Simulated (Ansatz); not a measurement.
# Σ5 (210) boundary in fcc Au: structure and resistance, part 3 of 3

Aim: the relaxed structure and the specific resistance of the Σ5 (210) boundary in fcc Au.

Ansatz 0.2.0; Ansatz plane-wave DFT, PBEsol, PAW files; relaxation of a bicrystal slab with its lowest layers held; PAW set soft_1 (the session's first sound run).

So far. Step 3 (Transmission across the boundary): Over the solved energies the transmission per spin lies between 1.87 and 1.88, out of 2.18 channels of the lead on average (up to 2.21). The log calls the step of a lead's potential too much. Step 4 (Specific resistance): Averaged over the energies near the Fermi level, 85.9 % of the channels pass, which makes 0.181 fΩ m².

### 5. Single-crystal slab for reference

The free faces cost energy too. A single-crystal slab with the same faces and held layers is relaxed, so that they cancel.

This step: Ansatz plane-wave DFT, PBEsol, PAW files; relaxation of a single-crystal slab with its lowest layers held; PAW set soft_1 (Ansatz 0.2.0).

System of this step: Au slab, plane (2, 1, 0). The cell holds 22 atoms: 22 Au. Its edges and angles: a = 4.995 Å, b = 4.078 Å, c = 30.150 Å, α = 90.0°, β = 90.0°, γ = 65.9°. It derives from Au. Vacuum lies along c.

File input.yaml:

```yaml
crystal:
  lattice:
    - [4.9948157718, 0.0, 0.0]
    - [1.6649385906, 3.7229158669, 0.0]
    - [0.0, 0.0, 30.1504128809]
  atoms:
    - { symbol: Au, position: [0.3999999999, 0.3000000002, 0.1658352083] }
    - { symbol: Au, position: [0.9999999999, 2.0e-10, 0.1960810436] }
    - { symbol: Au, position: [0.5999999999, 0.7000000002, 0.2263268789] }
    - { symbol: Au, position: [0.2, 0.4000000001, 0.2565727143] }
    - { symbol: Au, position: [0.8, 0.1000000001, 0.2868185496] }
    - { symbol: Au, position: [0.4, 0.8000000001, 0.3170643849] }
    - { symbol: Au, position: [1.0, 0.5000000001, 0.3473102202] }
    - { symbol: Au, position: [0.6, 0.2000000001, 0.3775560555] }
    - { symbol: Au, position: [0.2, 0.9000000001, 0.4078018909] }
    - { symbol: Au, position: [0.8, 0.6000000001, 0.4380477262] }
    - { symbol: Au, position: [0.4, 0.3000000001, 0.4682935615] }
    - { symbol: Au, position: [1.0, 1.0e-10, 0.4985393968] }
    - { symbol: Au, position: [0.6, 0.7000000001, 0.5287852322] }
    - { symbol: Au, position: [0.2, 0.4000000001, 0.5590310675] }
    - { symbol: Au, position: [0.8, 0.1000000001, 0.5892769028] }
    - { symbol: Au, position: [0.4, 0.8, 0.6195227381] }
    - { symbol: Au, position: [1.0, 0.5, 0.6497685734] }
    - { symbol: Au, position: [0.6, 0.2, 0.6800144088] }
    - { symbol: Au, position: [0.2, 0.9, 0.7102602441] }
    - { symbol: Au, position: [0.8, 0.6, 0.7405060794] }
    - { symbol: Au, position: [0.4, 0.3, 0.7707519147] }
    - { symbol: Au, position: [0.0, 0.0, 0.8009977501] }
kpoints:
  mp_grid: { grid: [6, 6, 1] }
hamiltonian:
  xc: pbesol
  pseudopotentials: { kind: paw, azcp: { folder: soft_1 }, xc_functional: pbe }
scf:
  occupations: { method: fermi_dirac, width: 0.1 }
relax:
  f_tol: 0.03
  max_steps: 80
  constraints: [{ sites: [0, 1, 2, 3] }]
```

Command:

```console
$ ansatz run input.yaml --threads 4 --pin off --max-ram 15360MiB --backend cpu --events-out ev --progress --plain --runs-dir out
```

Numbers of over 12 decimals in the logs are rounded to 6 here.

What it wrote:

```text
Warning: crystal.symmetry: narrowed to the stabiliser of the relax constraints — unitary ops 4 → 2; lowered at sites 0, 1, 2, 3, 18, 19, 20, 21 (the operations that carried what is held of a site onto what its image site leaves free; the constrained walk keeps no symmetry that its constraints do not admit)
[...]
Crystal: 22 atoms, lattice volume = 560.655 Å³
Basis set: ecut = 420 eV, 11001 PW (Γ), exchange–correlation on 72×60×432 points (8 copies of the dense FFT grid, shifted against one another)
Bands: 251, of which v1, the nominal top of the filled ones, is band 209 counted from 1 (208 counted from 0)
Symmetry: 2 space group operations
k-points: 13 of 36 (time reversal used)
[...]
SCF iter   1: F=—  HF=-286198.396674 eV  |F-HF|=—  |Δ(HF+E_count)|=         —  Δρ=6.05e-2  dr2=2.80e1  ethr=3.10e-3  ⟨swp⟩=6.0  Hψ=12227  notcnv=0  defer=143
[...]
SCF iter   7: F=-286191.447207 eV  HF=-286191.447209 eV  |F-HF|=2.47e-6  |Δ(HF+E_count)|=   3.13e-6  Δρ=3.14e-5  dr2=4.95e-6  ethr=5.38e-9  ⟨swp⟩=4.9  Hψ=11184  notcnv=0
SCF 1 converged in 7 iterations: F = -286191.447207 eV  dr2 = 4.95e-6
[...]
relax step   1: F+E_penalty+E_count = -286191.44720685 eV  Δ(F+E_penalty+E_count) = +0.000e0 eV  max|allowed force component| = 8.880e-1 eV/Å  Δτ_max = 0.0000 Å  (7 SCF iters, dr2 threshold 2.25e-5 eV, accepted)
[...]
SCF iter   5: F=-286191.561283 eV  HF=-286191.561282 eV  |F-HF|=4.32e-7  |Δ(HF+E_count)|=   2.79e-5  Δρ=3.02e-5  dr2=4.89e-6  ethr=1.18e-8  ⟨swp⟩=3.0  Hψ=12078  notcnv=0
SCF 2 converged in 5 iterations: F = -286191.561283 eV  dr2 = 4.89e-6
relax step   2: F+E_penalty+E_count = -286191.56128253 eV  Δ(F+E_penalty+E_count) = -1.141e-1 eV  max|allowed force component| = 3.862e-1 eV/Å  Δτ_max = 0.1953 Å  (5 SCF iters, dr2 threshold 4.93e-5 eV, accepted)
SCF iter   1: F=—  HF=-286191.588681 eV  |F-HF|=—  |Δ(HF+E_count)|=         —  Δρ=3.56e-3  dr2=5.57e-2  ethr=3.15e-4  ⟨swp⟩=5.3  Hψ=7477  notcnv=0  defer=342
[...]
SCF iter   6: F=-286191.566974 eV  HF=-286191.566977 eV  |F-HF|=2.66e-6  |Δ(HF+E_count)|=   7.52e-6  Δρ=1.80e-5  dr2=3.18e-6  ethr=2.23e-9  ⟨swp⟩=5.0  Hψ=11190  notcnv=0
SCF 3 converged in 6 iterations: F = -286191.566974 eV  dr2 = 3.18e-6
relax step   3: F+E_penalty+E_count = -286191.56697416 eV  Δ(F+E_penalty+E_count) = -5.692e-3 eV  max|allowed force component| = 2.664e-1 eV/Å  Δτ_max = 0.1523 Å  (6 SCF iters, dr2 threshold 9.32e-6 eV, accepted)
[...]
relax step   4: F+E_penalty+E_count = -286191.58062307 eV  Δ(F+E_penalty+E_count) = -1.365e-2 eV  max|allowed force component| = 2.950e-2 eV/Å  Δτ_max = 0.0749 Å  (6 SCF iters, dr2 threshold 1.34e-5 eV, accepted)
[...]
SCF iter   3: F=-286191.580623 eV  HF=-286191.580623 eV  |F-HF|=2.50e-9  |Δ(HF+E_count)|=   8.07e-8  Δρ=4.72e-7  dr2=2.94e-9  ethr=2.39e-11  ⟨swp⟩=3.0  Hψ=12607  notcnv=0
SCF 5 converged in 3 iterations: F = -286191.580623 eV  dr2 = 2.94e-9
relax step   5: F+E_penalty+E_count = -286191.58062318 eV  Δ(F+E_penalty+E_count) = -1.109e-7 eV  max|allowed force component| = 2.976e-2 eV/Å  Δτ_max = 0.0000 Å  (3 SCF iters, accepted)
SCF converged after 3 iterations
Free energy (F): -286191.580623 eV
[...]
Internal energy: -286191.370831 eV  (E = F + TS)
E sigma→0 (E₀):  -286191.475727 eV
Entropy (-TS):   -0.209792 eV (-9.536 meV/atom)
Fermi energy:    11.897307 eV
[...]
--- Forces (eV/Å), atoms counted from 1 ---
  atom   1  Au    -0.02325301     0.01039906     0.89360411
  atom   2  Au     0.03415071    -0.01527266    -0.31177798
  atom   3  Au     0.06746717    -0.03017223    -0.53492843
  atom   4  Au    -0.06610496     0.02956304    -0.05165425
  atom   5  Au     0.00019314    -0.00008638     0.00153780
  atom   6  Au     0.00185999    -0.00083181     0.00047956
  atom   7  Au    -0.00007652     0.00003422     0.00460640
  atom   8  Au     0.00001094    -0.00000489     0.00553945
  atom   9  Au    -0.00186063     0.00083210     0.00085096
  atom  10  Au    -0.00253967     0.00113577     0.00719076
  atom  11  Au     0.00072931    -0.00032616     0.00066257
  atom  12  Au    -0.00197947     0.00088525    -0.00839668
  atom  13  Au    -0.00525561     0.00235038     0.00033704
  atom  14  Au     0.00048057    -0.00021492    -0.01111183
  atom  15  Au     0.00252086    -0.00112736    -0.01497138
  atom  16  Au     0.00295660    -0.00132223     0.00926544
  atom  17  Au     0.00114683    -0.00051288    -0.01423748
  atom  18  Au     0.00614859    -0.00274973     0.01700561
  atom  19  Au    -0.00985832     0.00440878     0.01860441
  atom  20  Au    -0.01113618     0.00498025     0.01539251
  atom  21  Au     0.00069191    -0.00030943     0.00175681
  atom  22  Au     0.00371249    -0.00166028    -0.02976152
  max |Σ_I F_I| component: 6.12e-6 eV/Å
--- Relaxed structure (5 steps of the walk, 5 accepted, 0 SCFs on fresh bases) ---
  F+E_penalty+E_count = -286191.58062318 eV   max|allowed force component| = 2.976e-2 eV/Å
  atoms:
    - { symbol: Au, position: [0.400000, 0.300000, 0.165835] }
    - { symbol: Au, position: [1.000000, 1.068181382397944e-10, 0.196081] }
    - { symbol: Au, position: [0.600000, 0.700000, 0.226327] }
    - { symbol: Au, position: [0.200000, 0.400000, 0.256573] }
    - { symbol: Au, position: [0.798415, 0.100793, 0.287235] }
    - { symbol: Au, position: [0.399361, 0.800320, 0.317378] }
    - { symbol: Au, position: [0.999382, 0.500309, 0.347569] }
    - { symbol: Au, position: [0.598490, 0.200755, 0.378230] }
    - { symbol: Au, position: [0.198381, 0.900810, 0.408330] }
    - { symbol: Au, position: [0.798580, 0.600710, 0.438779] }
    - { symbol: Au, position: [0.398706, 0.300647, 0.469224] }
    - { symbol: Au, position: [0.999325, 0.000337536, 0.499317] }
    - { symbol: Au, position: [0.599253, 0.700374, 0.529725] }
    - { symbol: Au, position: [0.198394, 0.400803, 0.560220] }
    - { symbol: Au, position: [0.798281, 0.100859, 0.590358] }
    - { symbol: Au, position: [0.396712, 0.801644, 0.620475] }
    - { symbol: Au, position: [0.992841, 0.503580, 0.651534] }
    - { symbol: Au, position: [0.597891, 0.201055, 0.681765] }
    - { symbol: Au, position: [0.198320, 0.900840, 0.709841] }
    - { symbol: Au, position: [0.774592, 0.612704, 0.744424] }
    - { symbol: Au, position: [0.384645, 0.307677, 0.775052] }
    - { symbol: Au, position: [-0.00680123, 0.00340061, 0.795900] }
```

It took 2.1 min on 4 threads of AMD EPYC 9R14 (Zen 4), shared host; peak memory 3.3 GiB; 7.9 min of CPU time.

The steps of the relaxation:

```tsv
step	energy less that of the first step (eV)	largest force component (eV/Å)
1	0.0000	0.8880
2	-0.1141	0.3862
3	-0.1198	0.2664
4	-0.1334	0.0295
5	-0.1334	0.0298
```

The atoms that moved most (Å):

```tsv
atom	dx	dy	dz	length
Au20	-0.106	0.047	0.118	0.165
Au22	-0.028	0.013	-0.154	0.157
Au21	-0.064	0.029	0.130	0.147
Au17	-0.030	0.013	0.053	0.062
Au18	-0.009	0.004	0.053	0.054
Au14	-0.007	0.003	0.036	0.037
Au15	-0.007	0.003	0.033	0.034
Au16	-0.014	0.006	0.029	0.032
```

The relaxed structure:

```
Au
1.0
     4.99482    0.00000    0.00000
     1.66494    3.72292    0.00000
     0.00000    0.00000   30.15041
Au
22
Direct
  0.40000 0.30000 0.16584
  0.00000 0.00000 0.19608
  0.60000 0.70000 0.22633
  0.20000 0.40000 0.25657
  0.79841 0.10079 0.28723
  0.39936 0.80032 0.31738
  0.99938 0.50031 0.34757
  0.59849 0.20075 0.37823
  0.19838 0.90081 0.40833
  0.79858 0.60071 0.43878
  0.39871 0.30065 0.46922
  0.99932 0.00034 0.49932
  0.59925 0.70037 0.52973
  0.19839 0.40080 0.56022
  0.79828 0.10086 0.59036
  0.39671 0.80164 0.62048
  0.99284 0.50358 0.65153
  0.59789 0.20105 0.68176
  0.19832 0.90084 0.70984
  0.77459 0.61270 0.74442
  0.38465 0.30768 0.77505
  0.99320 0.00340 0.79590
```

Numbers from this step:

```
free energy             : -286191.5806 eV
energy at zero smearing : -286191.4757 eV
Fermi energy            : 11.90 eV
```

The largest force component on a free atom ends at 0.030 eV/Å, under the tolerance of 0.03, after 5 steps.

### 6. Bulk reference

The perfect crystal gives the energy per atom, for the atoms by which bicrystal and slab differ.

This step: Ansatz plane-wave DFT, PBEsol, PAW files; bulk reference; PAW set soft_1 (Ansatz 0.2.0).

System of this step: Au. It takes space group Fm-3m (No. 225, cubic). The conventional cell has a = 4.078 Å, b = 4.078 Å, c = 4.078 Å, α = 90.00°, β = 90.00°, γ = 90.00°. Au has 12 Au at 2.88 Å nearest.

input.yaml, the sections that differ from step 5:

```yaml
crystal:
  lattice:
    - [0.0, 2.039125, 2.039125]
    - [2.039125, 0.0, 2.039125]
    - [2.039125, 2.039125, 0.0]
  atoms:
    - { symbol: Au, position: [0.0, 0.0, 0.0] }
kpoints:
  mp_grid: { grid: [18, 18, 18] }
# hamiltonian, scf: as in step 5
# relax: removed
```

What it wrote:

```text
[...]
Crystal: 1 atoms, lattice volume = 16.957 Å³
Basis set: ecut = 420 eV, 331 PW (Γ)
Bands: 14, of which v1, the nominal top of the filled ones, is band 10 counted from 1 (9 counted from 0)
Symmetry: 48 space group operations
[...]
k-points: 195 of 5832
[...]
SCF iter   1: F=—  HF=-13009.168843 eV  |F-HF|=—  |Δ(HF+E_count)|=         —  Δρ=7.50e-2  dr2=1.05e0  ethr=3.10e-3  ⟨swp⟩=4.1  Hψ=13113  notcnv=0
[...]
SCF iter   6: F=-13008.846332 eV  HF=-13008.846332 eV  |F-HF|=1.03e-8  |Δ(HF+E_count)|=   3.91e-9  Δρ=9.00e-6  dr2=1.32e-8  ethr=2.87e-10  ⟨swp⟩=1.0  Hψ=8100  notcnv=0
SCF 1 converged in 6 iterations: F = -13008.846332 eV  dr2 = 1.32e-8
[...]
SCF converged after 6 iterations
Free energy (F): -13008.846332 eV
[...]
Internal energy: -13008.837162 eV  (E = F + TS)
E sigma→0 (E₀):  -13008.841747 eV
Entropy (-TS):   -0.009170 eV (-9.170 meV/atom)
Fermi energy:    20.506257 eV
[...]
```

Wall time 0.53 s (4 threads); peak memory 0.34 GiB; 1.4 s of CPU time.

This step gave:

- free energy: -13008.8463 eV
- energy at zero smearing: -13008.8417 eV
- Fermi energy: 20.51 eV

### 7. Boundary energy

This step: Ansatz plane-wave DFT, PBEsol, PAW files; bicrystal less single-crystal slab less bulk atoms, a boundary area; PAW set soft_1 (Ansatz 0.2.0).

Numbers from this step:

```yaml
excess_energy_of_the_cell: 0.7033 eV
boundary_energy: 0.6060 J/m²
```

The boundary costs 0.61 J/m².

By hand: 0.703 eV / 18.59 Å² × 16.02 = 0.606 J/m².

### 8. What came out

```json
{"specific resistance of the boundary": "0.181 fΩ m²", "share of channels that pass": "0.859", "boundary energy": "0.606 J/m²"}
```

What this shows: The boundary has a specific resistance of 0.18 fΩ m² and an energy of 0.61 J/m². The boundary reflects 14 % of the channels; 0.18 fΩ m² is 1.8×10⁻¹² Ω·cm². That equals the resistance of 8.0 nm of bulk Au at 300 K (measured 2.271 µΩ cm, CRC Handbook of Chemistry and Physics, 84th ed., 2003, Electrical Resistivity of Pure Metals). In the relaxation the upper grain slid sideways by about 0.8 Å, so the result belongs to the position that it found, not to the starting one. One starting structure was relaxed; another shift or atom count at the boundary may lie lower. Spin-orbit coupling is left out, which matters for Au. A lead's potential steps by up to 48 meV from period to period, which the log calls too much, so longer leads could move the result.

[Logs are printed without paths, hosts, clocks, repeated set-up lines and the standing remarks that a program may print on its own settings, such as how far it seeks lower states.]

[Hosts, paths, dates, database ids (printed as entryN), source tags and the programs' standing remarks are cut or masked in the printed files.]
